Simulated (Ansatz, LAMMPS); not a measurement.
## Structural relaxation of ionic liquid BMIM+ FSI-, from a frame at 450 K (204 atoms)

How does ionic liquid BMIM+ FSI-, from a frame at 450 K (204 atoms) relax, and what do bonds, charges and levels look like afterwards?

Main program and level: Ansatz 0.2.0; Kohn-Sham DFT, LDA, PAW (set soft_2), plane waves.

## 1. The structure

The cell holds 204 atoms: 48 C, 18 N, 90 H, 12 S, 24 O and 12 F. Its edges and angles: a = 13.298 Å, b = 13.298 Å, c = 13.298 Å, α = 90.0°, β = 90.0°, γ = 90.0°. 6 BMIM+, 6 FSI- placed at random, at 1.35 g/cm³; overlaps pushed apart, then 10 ps at 700 K with MMFF94 bonds, angles, torsions, charges and radii (Halgren, J. Comput. Chem. 17, 490 (1996)) in harmonic and 12-6 forms; charges of ions scaled by 0.8. Snapshot after 30 ps at 450 K and fixed volume.

Before any run, some limits are plain. The network of contacts between molecules at the start is that of the classical potential that made the cell. The functional has no dispersion term, which matters for the binding between molecules or layers, where LDA binds through overlap of densities alone. The density was typed from a rule of thumb and may lie off the real one at this temperature. Sampling is at Γ alone, for a cell whose shortest periodic width is 13 Å.

## 2. Single point at the start

The forces at the start show how far the geometry lies from a minimum of this functional.

Input file input.yaml:

```yaml
crystal:
  lattice:
    - [13.29799, 0.0, 0.0]
    - [0.0, 13.29799, 0.0]
    - [0.0, 0.0, 13.29799]
  atoms:
    - { symbol: C, position: [0.61926, 0.15964, 0.91608] }
    - { symbol: C, position: [0.50125, 0.17583, 0.93007] }
    - { symbol: C, position: [0.45411, 0.07709, 0.9443] }
    - { symbol: C, position: [0.35735, 0.0662, 0.00291] }
    [... 194 atom lines left out ...]
    - { symbol: O, position: [0.58213, 0.64627, 0.26688] }
    - { symbol: F, position: [0.75314, 0.5986, 0.24136] }
    - { symbol: S, position: [0.62356, 0.62287, 0.05257] }
    - { symbol: O, position: [0.68413, 0.70683, 0.077] }
    - { symbol: O, position: [0.5236, 0.6468, 0.00881] }
    - { symbol: F, position: [0.67197, 0.56647, 0.95824] }
kpoints:
  mp_grid: { grid: [1, 1, 1] }
hamiltonian:
  xc: lda
scf:
  occupations: { method: fermi_dirac, width: 0.025 }
output:
  forces: true
  stress: true
  populations: intrinsic
  dos:
    method: { smearing: { sigma: 0.1 } }
    de: 0.1
    projected: { site_lists: { C: [C], F: [F], H: [H], "N": ["N"], O: [O] } }
  eigenvalues: true
```

Launch:

```
> ansatz run input.yaml --threads 4 --pin off --max-ram 8192MiB --backend cpu --events-out ev --progress --plain --runs-dir out
```

The job ended after 50 s (4 threads of Arm Neoverse V2, shared host; peak memory 3.3 GiB; 3.2 min of CPU time).

The run gave:

- free energy: -53053.9747 eV
- free energy per atom: -260.0685 eV/atom
- SCF cycles: 12
- pressure: -0.3102 GPa
- r.m.s. force component: 1.293 eV/Å
- longest force: 6.514 eV/Å
- Fermi energy: 1.471 eV
- gap (highest filled to lowest empty level): 3.103 eV

The r.m.s. force component of 1.3 eV/Å and the pressure of -0.31 GPa set the starting point.

Neighbours are counted within 1.34 Å (H-C), 1.85 Å (C-C), 1.79 Å (C-N), 1.93 Å (O-S), 2.08 Å (N-S), 1.98 Å (F-S).

Length of the force by element and coordination:

```csv
element,coordination,atoms,mean length of the force (eV/Å),spread,least,most
C,all,48,2.57,0.853,0.896,4.85
C,3,18,2.45,0.744,1.15,3.79
C,4,30,2.64,0.905,0.896,4.85
F,all,12,1.35,0.722,0.409,3.38
H,all,90,1.36,0.779,0.201,4.89
N,all,18,2.19,1.17,0.616,4.80
N,2,6,2.26,1.42,0.620,4.80
N,3,12,2.16,1.01,0.616,4.62
O,all,24,1.70,0.769,0.472,3.51
S,all,12,4.13,1.36,2.18,6.51
```

## 3. Relaxation

The atoms are relaxed in the fixed cell, aiming at the force tolerance of the input.

input.yaml, the sections that differ from step 2:

```yaml
output:
  forces: true
relax:
  f_tol: 0.05
  max_steps: 200
# crystal, kpoints, hamiltonian, scf: as in step 2
```

The job ended after 30 min (4 threads; peak memory 3.2 GiB).

The steps of the relaxation (22 of 88):

```csv
step,energy less that of the first step (eV),largest force component (eV/Å)
1,0.0000,5.4279
5,-15.0483,0.4584
9,-16.1164,0.5389
13,-16.5616,0.9217
18,-16.9874,0.4668
22,-17.1759,0.3229
26,-17.3270,0.4322
30,-17.4526,0.6835
34,-17.5511,0.4237
38,-17.6473,0.2281
42,-17.7390,0.2542
47,-17.8469,0.4993
51,-17.9424,0.2064
55,-18.0138,0.3621
59,-18.1044,0.2582
63,-18.1445,0.3063
67,-18.1631,0.0935
71,-18.1732,0.1753
76,-18.1865,0.0872
80,-18.1947,0.2889
84,-18.2080,0.0934
88,-18.2133,0.0416
```

Relaxation steps 77, 82 were tried and not accepted.

The atoms that moved most (Å):

```csv
atom,dx,dy,dz,length
N151,2.373,-1.386,-1.082,2.953
O153,1.210,-2.433,0.389,2.745
H64,2.333,0.739,0.439,2.486
H113,-0.909,0.961,-2.044,2.434
H62,0.639,0.960,-1.964,2.278
H114,-0.636,0.818,-2.022,2.273
F173,1.563,1.517,-0.624,2.266
H86,0.093,-0.191,2.153,2.163
```

The relaxation changed the energy by -89.3 meV/atom, and atoms moved by 1.4 Å r.m.s., 3.0 Å at most.

## 4. Structure statistics after relaxation

Bonds before and after, by the cutoffs listed below:

```csv
pair,bonds before,bonds after,mean before (Å),mean after (Å),spread before (Å),spread after (Å)
H-C,90,90,1.087,1.101,0.037,0.006
C-C,24,24,1.485,1.471,0.067,0.064
C-N,36,36,1.396,1.380,0.056,0.048
O-S,24,24,1.454,1.431,0.024,0.004
N-S,12,12,1.568,1.565,0.044,0.006
F-S,12,12,1.594,1.590,0.042,0.014
```

Density 1.35 g/cm³, 11.53 Å³ an atom.

g(r), total and by pair (bins of 0.2 Å):

```csv
r (Å),total,H-H,H-C,H-O,H-N,H-F,H-S
1.00,0.97,0.00,4.68,0.00,0.00,0.00,0.00
1.20,2.31,0.00,11.10,0.00,0.00,0.00,0.00
1.40,1.53,0.00,0.00,0.00,0.00,0.00,0.00
1.60,0.78,0.00,0.00,0.00,0.00,0.00,0.00
1.80,0.78,3.93,0.00,0.12,0.00,0.00,0.00
2.00,0.35,0.00,0.10,0.21,3.90,0.00,0.00
2.20,1.63,0.34,4.06,1.70,3.22,0.19,0.00
2.40,1.24,2.22,0.04,1.29,0.20,0.29,0.00
2.60,1.07,2.58,0.69,0.90,0.57,1.44,0.00
2.80,0.95,0.82,2.41,0.72,0.82,1.32,0.44
3.00,0.88,1.42,0.79,0.82,0.31,0.87,1.34
3.20,1.05,0.81,1.62,0.72,0.98,0.34,1.33
3.40,0.86,0.66,1.02,0.71,0.66,0.75,1.49
3.60,0.85,0.69,0.58,1.01,0.88,0.80,1.47
3.80,0.94,1.27,0.66,1.05,1.07,0.66,1.02
4.00,0.92,0.86,0.88,1.24,0.83,1.24,0.88
4.20,0.96,1.00,1.03,1.04,1.22,1.52,0.85
4.40,0.98,0.87,0.75,1.25,1.07,0.76,0.80
4.60,0.96,0.82,1.14,0.86,0.91,0.74,1.07
4.80,1.04,1.12,0.77,0.98,0.85,1.32,1.17
5.00,1.00,0.94,0.97,1.21,0.85,0.73,1.35
5.20,1.01,0.96,0.97,0.99,0.94,1.13,0.99
5.40,1.02,0.96,0.99,0.97,0.99,0.89,1.10
5.60,1.08,1.21,0.99,1.07,1.05,1.05,1.15
5.80,0.97,0.88,1.01,0.99,0.77,1.09,1.05
6.00,0.96,0.92,0.84,0.94,1.22,1.13,1.17
6.20,1.00,1.14,0.97,1.10,0.83,1.31,0.83
6.40,0.98,0.89,1.04,0.94,1.10,1.08,1.16
```

Bonds by pair of elements; cutoffs follow the first minimum of g(r), held within bounds set by covalent radii, and pairs that aren't listed don't count as bonded:

```csv
pair A-B,cutoff (Å),bonds,mean length (Å),spread (Å),shortest (Å),B about A,A about B
H-C,1.34,90,1.10,0.006,1.09,1,1.88
C-C,1.85,24,1.47,0.064,1.36,1,1
C-N,1.79,36,1.38,0.048,1.33,0.75,2
O-S,1.88,24,1.43,0.004,1.42,1,2
N-S,1.98,12,1.56,0.006,1.55,0.667,1
F-S,1.98,12,1.59,0.014,1.57,1,1
```

How many atoms have how many bonded neighbours:

```csv
element,mean,1,2,3,4
C,3.62,0,0,18,30
F,1,12,0,0,0
H,1,90,0,0,0
N,2.67,0,6,12,0
O,1,24,0,0,0
S,4,0,0,0,12
```

Bond angles, per cent of each kind in bins of 5°:

```csv
angle (°),C-C-H,H-C-H,H-C-N,C-N-C,F-S-O
100–105,1.1,1.8,0.0,0.0,87.5
105–110,40.0,87.0,48.1,33.3,12.5
110–115,45.6,11.1,7.4,0.0,0.0
115–120,0.0,0.0,0.0,0.0,0.0
120–125,0.0,0.0,25.9,19.4,0.0
125–130,0.0,0.0,18.5,47.2,0.0
130–135,13.3,0.0,0.0,0.0,0.0
```

Bond angles (no mean is given where the spread exceeds 20°):

```csv
angle,count,mean (°),spread (°)
C-C-H,90,113,7.3
H-C-H,54,108,1.5
H-C-N,54,115,7.8
C-N-C,36,120,7.8
F-S-O,24,104,0.7
```

Bond length by coordination (bonds to H left out):

```csv
element,coordination,atoms,mean bond length (Å)
C,3,18,1.35
C,4,30,1.49
N,2,6,1.56
N,3,12,1.38
```

Rings of the network by King's shortest-path rule, up to 12 atoms, one path for each pair of neighbours; H, halogens, alkali and alkaline-earth atoms are left out, and the last column divides by all other atoms, bonded or not:

```csv
ring size (atoms),rings,per network atom
5,6,0.059
```

Counting bonds as in the table, 62 % of C atoms have 4, all F atoms have 1, all H atoms have 1 and 67 % of N atoms have 3 bonded neighbours. The C-C-H angle averages 113° with a spread of 7°. All rings counted have 5 atoms.

## 5. Single point at the relaxed geometry

The electronic structure is read at the final geometry, in a run of its own.

Input file input.yaml:

```yaml
crystal:
  lattice:
    - [13.29799, 0.0, 0.0]
    - [0.0, 13.29799, 0.0]
    - [0.0, 0.0, 13.29799]
  atoms:
    - { symbol: C, position: [0.55035, 0.18795, 0.98666] }
    - { symbol: C, position: [0.43781, 0.17473, 0.98254] }
    - { symbol: C, position: [0.40706, 0.06963, 0.01272] }
    - { symbol: C, position: [0.29603, 0.05664, 0.03009] }
    [... 194 atom lines left out ...]
    - { symbol: O, position: [0.7146, 0.62403, 0.34246] }
    - { symbol: F, position: [0.78449, 0.50599, 0.22746] }
    - { symbol: S, position: [0.6415, 0.65322, 0.10984] }
    - { symbol: O, position: [0.70688, 0.73236, 0.14337] }
    - { symbol: O, position: [0.55492, 0.67801, 0.05172] }
    - { symbol: F, position: [0.7114, 0.59141, 0.03351] }
kpoints:
  mp_grid: { grid: [1, 1, 1] }
hamiltonian:
  xc: lda
scf:
  occupations: { method: fermi_dirac, width: 0.025 }
output:
  forces: true
  stress: true
  populations: true
  dos:
    method: { smearing: { sigma: 0.08 } }
    de: 0.1
    projected: { site_lists: { C: [C], F: [F], H: [H], "N": ["N"], O: [O] } }
  eigenvalues: true
  write_density: true
  write_potential: true
  volumetric_format: npy
```

Run time: 60 s. Hardware: 4 threads; peak memory 3.3 GiB; 3.9 min of CPU time.

Read from the output:

* free energy: -53072.1880 eV
* free energy per atom: -260.1578 eV/atom
* SCF cycles: 11
* pressure: -0.3755 GPa
* r.m.s. force component: 0.00757 eV/Å
* longest force: 0.04682 eV/Å
* Fermi energy: 1.38 eV
* gap (highest filled to lowest empty level): 4.55 eV
* spilling of the projection: 0.01617

Löwdin charges by element and coordination (they lack the spilled electrons, 0.053 e an atom on average):

```csv
element,coordination,atoms,mean charge (e),spread,least,most
C,all,48,-0.216,0.164,-0.489,0.0709
C,3,18,-0.0362,0.0634,-0.0966,0.0709
C,4,30,-0.324,0.0983,-0.489,-0.192
F,all,12,-0.401,0.0135,-0.429,-0.380
H,all,90,0.207,0.0263,0.159,0.252
N,all,18,-0.247,0.455,-0.906,0.0862
N,2,6,-0.889,0.0107,-0.906,-0.875
N,3,12,0.0749,0.0083,0.0582,0.0862
O,all,24,-0.717,0.0115,-0.740,-0.697
S,all,12,2.42,0.0084,2.41,2.44
```

Density of states as counts of states in windows of 1 eV (from the Fermi level), total and the larger projections:

```csv
from (eV),to (eV),total,C p,O p,H s,N p,F p,C s
-14,-13,22.3,1.5,0.4,2.6,4.7,1.0,5.5
-13,-12,12.4,3.4,0.0,1.8,3.5,0.0,3.2
-12,-11,28.8,5.6,1.0,3.4,3.3,5.4,4.4
-11,-10,27.6,5.9,1.1,3.8,2.5,5.6,3.8
-10,-9,22.8,6.6,2.9,4.5,1.8,0.9,2.9
-9,-8,48.7,8.2,12.5,2.4,6.9,6.7,0.5
-8,-7,69.1,24.7,6.1,10.5,8.2,12.7,1.7
-7,-6,70.6,21.4,11.7,7.9,4.7,20.8,0.5
-6,-5,63.2,20.2,19.6,8.6,4.5,5.6,0.4
-5,-4,58.0,17.7,23.0,7.3,5.0,2.4,0.3
-4,-3,70.7,17.6,28.2,10.6,8.9,3.2,0.2
-3,-2,32.1,13.1,8.0,1.6,7.9,0.6,0.0
-2,2,0.0,0.0,0.0,0.0,0.0,0.0,0.0
2,3,15.9,8.4,0.1,1.1,4.2,0.0,0.2
3,4,33.8,7.6,2.9,3.5,1.5,1.7,1.3
4,5,43.2,3.7,3.4,6.9,1.3,1.0,2.7
```

The curve was stored every 0.100 eV, coarse against its broadening of 0.08 eV, so these counts are rough.

Between -26 and -14 eV lie 122 more states.

Not all projections were asked for or kept, so they needn't add up to the total.

The levels nearest the highest filled one (over half full), pooled over k-points and spins:

```csv
level less the highest filled one (eV),occupation
-0.255,2
-0.245,2
-0.126,2
-0.0916,2
-0.0168,2
0,2
4.55,0
4.70,0
4.71,0
4.80,0
5.00,0
5.11,0
```

Mean Löwdin charges: C -0.22, F -0.40, H +0.21, N -0.25, O -0.72, S +2.42 e (they miss 1.6 % of the electrons, so they add up to more than the cell's charge).

## 6. Summary of results

* energy change in the relaxation: -89.28 meV/atom
* r.m.s. displacement: 1.381 Å
* largest displacement: 2.953 Å
* free energy per atom: -260.1578 eV/atom
* pressure: -0.3755 GPa
* r.m.s. force component: 0.00757 eV/Å
* gap (highest filled to lowest empty level): 4.55 eV
* wall time of the 3 DFT runs: 32 min

Relaxation lowers the energy by 89.3 meV/atom and moves atoms by 1.4 Å r.m.s.; the r.m.s. force component goes from 1.3 to 0.0076 eV/Å, the pressure goes from -0.31 to -0.38 GPa, and the gap from 3.10 to 4.55 eV. By the final cutoffs no bond was broken or made. From the first step to the last the energy fell by 18.213 eV, and the largest move was 2.95 Å (N151). The O-S bonds change most in mean length: from 1.454 Å (spread 0.024) to 1.431 Å (spread 0.004). Counting bonds as in the table, 62 % of C atoms have 4, all F atoms have 1, all H atoms have 1 and 67 % of N atoms have 3 bonded neighbours. Between filled and empty levels lie 4.55 eV (at Γ alone); a local or semilocal functional tends to put such gaps too low. In a disordered cell it changes from sample to sample and from frame to frame.

**Limits.** The network of contacts between molecules at the start is that of the classical potential that made the cell; in DFT atoms moved by 1.4 Å r.m.s.

[Logs are printed without paths, hosts, clocks, repeated set-up lines and the standing remarks that a program may print on its own settings, such as how far it seeks lower states.]

[Hosts, paths, dates, database ids (printed as entryN), source tags and the programs' standing remarks are cut or masked in the printed files.]

[The MMFF94 radii named for the starting cell were scaled by 0.96; in molecules described by MMFF94, hydrogen bound to N, O or S took a small fixed 12-6 site in their place.]
